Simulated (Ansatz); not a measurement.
# Be (P6_3/mmc, 2 atoms in the cell): from the cell to its phonons, part 3 of 3

How does Be (P6_3/mmc, 2 atoms in the cell) vibrate, and is this structure a minimum?

Ansatz 0.2.0; DFT PBEsol, scalar-relativistic, plane waves, PAW.

So far. Step 3 (Relaxing to small forces for the phonons): The forces vanish by symmetry and the pressure is 0.006 GPa, within the tolerances set. The cell now holds 7.84 Å³/atom. Step 4 (Linear response at the zone centre): Before it was imposed, the acoustic sum rule was missed by 1.9e-4 eV/Å². Small misses are needed for a sound result but don't prove that mesh and cutoff are converged. The lowest optical mode is real, 466 cm⁻¹. The relaxed cell has a = 2.257, c = 3.553 Å (conventional setting).

## (5) Phonons on a q mesh (continued)

Harmonic thermodynamic functions per atom, from the density of states. Interpolated from a 6×6×4 q mesh. Thermodynamic functions, by row:

```
T (K)  F_vib (meV/atom)  S (J/mol-atom/K)  C_V (J/mol-atom/K)
    0              94.5                 0                   0
   50              94.5             0.034               0.119
  100             94.41             0.445               1.651
  200             92.43             3.888               9.486
  300             85.79             8.989               15.54
  400             73.86             13.97               18.91
  500             57.03             18.41               20.82
  600             35.88             22.32               21.98
  700             10.92             25.77               22.71
  800             -17.4             28.83               23.21
  900            -48.74             31.59               23.56
 1000             -82.8             34.09               23.81
```

Harmonic mean-square displacement, third of the trace. Interpolated from a 6×6×4 q mesh. Mean square displacements, by row:

```
T (K)  Be1 U_eq (Å²)  Be2 U_eq (Å²)
    0        0.00395        0.00395
  100        0.00403        0.00403
  300        0.00531        0.00531
  600        0.00862        0.00862
```

Symmetry leaves 21 wavevectors to solve. The lowest mode among them, the acoustic zeros apart, lies at q = (0, 0, 0.25) and is real, 206 cm⁻¹.

## (6) Finite displacements in a supercell

Finite displacements in a 2×2×2 supercell give force constants from forces alone. They are exact at the wavevectors that the supercell holds, where they check the linear-response result.

Contents of input.yaml:

```yaml
crystal:
  lattice:
    - [2.2570630982, 0.0, 0.0]
    - [-1.1285315491, 1.954673981, 0.0]
    - [0.0, 0.0, 3.5530460613]
  atoms:
    - { symbol: Be, position: [0.3333333333, 0.6666666667, 0.25] }
    - { symbol: Be, position: [0.6666666667, 0.3333333333, 0.75] }
kpoints:
  mp_grid: { grid: [24, 24, 12] }
hamiltonian:
  xc: pbesol
scf:
  occupations: { method: methfessel_paxton, width: 0.2 }
output:
  eigenvalues: true
phonons:
  method: fd
  supercell: [2, 2, 2]
  temperatures: { t_max: 1000, t_step: 50 }
  qpath:
    path:
      - [[0.0, 0.0, 0.0], [0.5, 0.0, 0.0], [0.33333333, 0.33333333, 0.0], [0.0, 0.0, 0.0], [0.0, 0.0, 0.5], [0.5, 0.0, 0.5], [0.33333333, 0.33333333, 0.5], [0.0, 0.0, 0.5]]
      - [[0.5, 0.0, 0.5], [0.5, 0.0, 0.0]]
      - [[0.33333333, 0.33333333, 0.5], [0.33333333, 0.33333333, 0.0]]
    npoints: 10
```

The run is started by

```console
$ ansatz run input.yaml --threads 4 --pin off --max-ram 7168MiB --backend cpu --events-out ev --progress --plain --runs-dir out
```

Numbers of over 12 decimals in the logs are rounded to 6 here.

Output:

```text
[...]
Crystal: 16 atoms, lattice volume = 125.403 Å³
Basis set: ecut = 420 eV, 2429 PW (Γ), exchange–correlation on 64×64×96 points (8 copies of the dense FFT grid, shifted against one another)
Bands: 24, of which v1, the nominal top of the filled ones, is band 16 counted from 1 (15 counted from 0)
Symmetry: 192 space group operations
k-points: 76 of 864
[...]
SCF iter   1: F=—  HF=-1445.587887 eV  |F-HF|=—  |Δ(HF+E_count)|=         —  Δρ=2.84e-8  dr2=6.27e-13  ethr=1.95e-12  ⟨swp⟩=3.6  Hψ=6180  notcnv=0
[...]
SCF iter   2: F=-1445.587887 eV  HF=-1445.587887 eV  |F-HF|=4.55e-13  |Δ(HF+E_count)|=  2.27e-13  S|Δr|=    0.00e0  Δρ=1.71e-8  dr2=2.37e-13  ethr=1.00e-12  ⟨swp⟩=2.0  Hψ=3346  notcnv=0
SCF 1 converged in 2 iterations: F = -1445.587887 eV  dr2 = 2.37e-13
[...]
Symmetry: 2 space group operations
k-points: 296 of 864 (time reversal used)
[...]
SCF iter   5: F=-1445.587859 eV  HF=-1445.587859 eV  |F-HF|=2.73e-12  |Δ(HF+E_count)|=  1.65e-10  S|Δr|=    0.00e0  Δρ=7.07e-8  dr2=5.94e-12  ethr=1.00e-12  ⟨swp⟩=3.9  Hψ=30600  notcnv=0
SCF 2 converged in 5 iterations: F = -1445.587859 eV  dr2 = 5.94e-12
[...]
Symmetry: 6 space group operations
k-points: 100 of 864 (time reversal used)
[...]
SCF iter   6: F=-1445.587857 eV  HF=-1445.587857 eV  |F-HF|=0.00e0  |Δ(HF+E_count)|=  7.28e-12  S|Δr|=    0.00e0  Δρ=1.10e-8  dr2=1.88e-13  ethr=1.00e-12  ⟨swp⟩=4.9  Hψ=8115  notcnv=0
SCF 3 converged in 6 iterations: F = -1445.587857 eV  dr2 = 1.88e-13
[...]
SCF converged after 2 iterations
[...]
Free energy (F): -1445.587887 eV
[...]
Internal energy: -1445.583999 eV  (E = F + TS)
E sigma→0 (E₀):  -1445.586915 eV
Entropy (-TS):   -0.003888 eV (-0.243 meV/atom)
Fermi energy:    8.150340 eV
[...]
--- Band table (eV; the first three rows and the last of 76) ---
  k-point 0: bands = [... 12 lower, 4.5238, 5.0487, 5.0487, 5.0487, 9.3441, 9.7914, 9.7914, 9.7914, ... 4 higher]
  k-point 1: bands = [... 12 lower, 4.7807, 5.0498, 5.0498, 5.0498, 9.8437, 9.8954, 9.8954, 9.8954, ... 4 higher]
  k-point 2: bands = [... 12 lower, 4.9437, 5.0471, 5.0471, 5.0471, 10.2175, 10.2175, 10.2175, 10.4447, ... 4 higher]
  k-point 75: bands = [... 12 lower, 6.3898, 6.3898, 7.1087, 7.1087, 7.1087, 7.1087, 11.9391, 11.9391, ... 4 higher]
--- Phonons: 2 displaced members + reference (amplitude 0.0025 Å, Σ member SCF iterations 11) ---
  symmetry images taken by strict's conditions (phonons.symmetry_images: auto; settled by no image being taken that strict refuses)
  ASR residual: 1.846e-4 → 0.000e0 eV/Å²; symmetrization residual: 2.851e-5 eV/Å²
  largest component of a force at the reference: 8.7e-17 eV/Å
  ASR residual per site (eV/Å²): 1.85e-4 1.85e-4
  Γ frequencies (cm⁻¹): 0.00 0.00 0.00 465.88 465.88 701.78
[...]
```

Run time: 23 s. Hardware: 4 threads of Arm Neoverse V1, shared host; peak memory 1 GiB.

This step gave:

```
atoms in the supercell               : 16
sum-rule residual before enforcement : 1.85e-4 eV/Å²
```

At Γ the two methods differ by at most 0.0 cm⁻¹.

## (7) Results

```json
{
 "space group after relaxation (within 0.01 Å)": "P6_3/mmc",
 "volume per atom": "7.84 Å³",
 "electronic character": "no gap on this mesh",
 "highest optical mode at the zone centre (no LO-TO term)": "702 cm⁻¹",
 "lowest optical zone-centre mode": "466 cm⁻¹",
 "lowest mode on the q mesh (acoustic modes at Γ apart)": "206 cm⁻¹",
 "highest frequency on the path or at a solved wavevector": "702 cm⁻¹",
 "zero-point energy per atom": "94.5 meV",
 "heat capacity at 300 K": "15.5 J/(mol atoms K)",
 "vibrational entropy at 300 K": "8.99 J/(mol atoms K)",
 "Debye temperature (second moment)": "967 K",
 "imaginary modes on the 6×6×4 q mesh": "none"
}
```

The structure is a minimum as far as tested: no mode is imaginary at the 21 irreducible wavevectors of the 6×6×4 mesh, and the softest away from the acoustic zeros lies at 206 cm⁻¹. The optical modes at Γ span 466 to 702 cm⁻¹. Finite displacements and linear response differ by 0.0 cm⁻¹ in the highest zone-centre mode. With no gap, or one that is small against the smearing, the frequencies hang on the k mesh and the smearing, most of all near Kohn anomalies. These are harmonic frequencies at zero temperature: anharmonic shifts, linewidths and thermal expansion are left out.

Calculation against experiment:

| quantity | measured | PBEsol, PAW |
| --- | --- | --- |
| Raman mode, E2g (cm⁻¹) | 455 | 466 (+2.4 %) |

Measured values from arxiv:2109.15077 (2021).

How well it matches: The Raman mode is off by +2.4 %: good agreement. The grades are ours: good and fair within 3 and 7 % for the Raman mode. For Raman mode the calculation has a static lattice, without zero-point motion or thermal expansion.

[Logs are printed without paths, hosts, clocks, repeated set-up lines and the standing remarks that a program may print on its own settings, such as how far it seeks lower states.]

[Hosts, paths, dates, database ids (printed as entryN), source tags and the programs' standing remarks are cut or masked in the printed files.]
